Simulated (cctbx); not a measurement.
# X-rays or neutrons for the lightest atoms?

Cell a = 3.9930 Å, b = 3.9930 Å, c = 8.5070 Å, α = 90.00°, β = 90.00°, γ = 90.00°; space group P4/nmm (no. 129, origin choice 1); content I2 Zn2 H2. The heavier atoms are placed; H is still missing.

The data are simulated with cctbx, not measured: synchrotron X-rays, λ = 0.6889 Å, to d = 0.75 Å, 95 % of the full sphere, strongest reflection 70000 counts, noise from counting, a 3 % proportional error and a noise floor of 2 counts (s.d.); no absorption.

Refinement without H (map in e/Å³):

```text
Rint 0.025, 130 unique reflections to 0.75 A
cycle     R1     wR2    GooF  max shift (A)
   1  0.1479  0.3208  25.229   0.00195
   2  0.0090  0.0288   2.263   0.00000
final R1 0.0090 wR2 0.0288 GooF 2.263  parameters 4  data/parameter 32.5
atom        x        y        z      Ueq    occ   su(xyz)  su(Uiso or U11)
I1     0.50000  0.00000  0.32821   0.0031  1.000  0.00002  0.0001
Zn1    0.50000  0.00000  0.83717   0.0041  1.000  0.00005  0.0002
difference map: max 1.20 min -0.56 rms 0.10
Q1    0.0000  0.0000  0.0000    2    1.20  2.43 A from Zn1
Q2    0.0000  0.5000  0.1058    2    0.61  0.49 A from Zn1
Q3    0.0000  0.5000  0.2235    2    0.51  0.52 A from Zn1
Q4    0.0000  0.5000  0.5517    2    0.30  1.02 A from I1
Q5    0.0000  0.5000  0.8087    2    0.27  1.16 A from I1
Q6    0.0000  0.5000  0.6667    2    0.27  0.04 A from I1
Q7    0.1380  0.1801  0.5723   16    0.17  1.63 A from I1
Q8    0.1828  0.3172  0.3887    8    0.16  1.86 A from I1
```

Simulated single-crystal data (cctbx): neutrons of λ = 0.95 Å, to d = 0.8 Å, 95 % of the full sphere, strongest reflection 5000 counts, noise from counting, a 3 % proportional error and a noise floor of 2 counts (s.d.); no absorption.

Refinement without H (map in fm/Å³; only maxima are listed):

```text
Rint 0.032, 105 unique reflections to 0.81 A
cycle     R1     wR2    GooF  max shift (A)
   1  0.4980  0.7906  39.753   0.03404
   2  0.4584  0.7514  37.781   0.00026
final R1 0.4588 wR2 0.7514 GooF 37.781  parameters 4  data/parameter 26.2
atom        x        y        z      Ueq    occ   su(xyz)  su(Uiso or U11)
I1     0.50000  0.00000  0.32621   0.0005  1.000  0.00202  0.0075
Zn1    0.50000  0.00000  0.83933   0.0012  1.000  0.00188  0.0076
difference map: max 25.52 min -23.91 rms 1.86
Q1    0.0000  0.5000  0.1604    2   25.73  0.00 A from Zn1
Q2    0.0000  0.5000  0.6806    2   11.34  0.06 A from I1
Q3    0.0000  0.5000  0.8622    2    9.51  1.60 A from I1
Q4    0.0000  0.0000  0.0896    4    4.18  2.09 A from Zn1
Q5    0.0000  0.1455  0.0600    8    2.09  1.65 A from Zn1
Q6    0.0000  0.0000  0.1968    4    2.05  2.02 A from Zn1
Q7    0.0890  0.2188  0.1531   16    1.96  1.18 A from Zn1
Q8    0.0000  0.5000  0.5042    2    1.95  1.44 A from I1
```

**Question.** Where is H, and which data fix it better?

H sits at (1/2, 1/2, 0). Adding it takes R1 from 0.009 to 0.007 with X-rays and from 0.459 to 0.009 with neutrons. Symmetry fixes its coordinates; the s.u. of its U is 0.0104 Å² with X-rays and 0.0002 Å² with neutrons. In the X-ray map Q1 marks it. No listed neutron peak is on it. Natural H has a negative scattering length, so it shows as a hole in the neutron map (minimum -23.9), not among the maxima.

Final neutron refinement:

```text
Rint 0.032, 105 unique reflections to 0.81 A
cycle     R1     wR2    GooF  max shift (A)
   1  0.1257  0.2719  13.739   0.01700
   2  0.0092  0.0206   1.039   0.00001
final R1 0.0092 wR2 0.0206 GooF 1.039  parameters 5  data/parameter 21.0
atom        x        y        z      Ueq    occ   su(xyz)  su(Uiso or U11)
I1     0.50000  0.00000  0.32822   0.0032  1.000  0.00005  0.0001
Zn1    0.50000  0.00000  0.83730   0.0043  1.000  0.00004  0.0001
H1     0.50000  0.50000  0.00000   0.0109  1.000  0.00000  0.0002
difference map: max 0.17 min -0.14 rms 0.02
Q1    0.0000  0.5000  0.8563    2    0.17  1.57 A from I1
Q2    0.0000  0.5000  0.2120    2    0.13  0.42 A from Zn1
Q3    0.0000  0.5000  0.9813    2    0.10  1.54 A from Zn1
Q4    0.2170  0.2830  0.8163    8    0.09  1.61 A from Zn1
Q5    0.0000  0.1122  0.2379    8    0.06  1.68 A from Zn1
Q6    0.0000  0.3535  0.3245    8    0.06  1.50 A from Zn1
```

The model was made for the exercise: a known structure type with other elements put in, its volume estimated, not relaxed; displacement parameters are assumed.

[Middle refinement cycles are left out of these outputs.]

[Logs are printed without paths, hosts, clocks, repeated set-up lines and the standing remarks that a program may print on its own settings, such as how far it seeks lower states.]
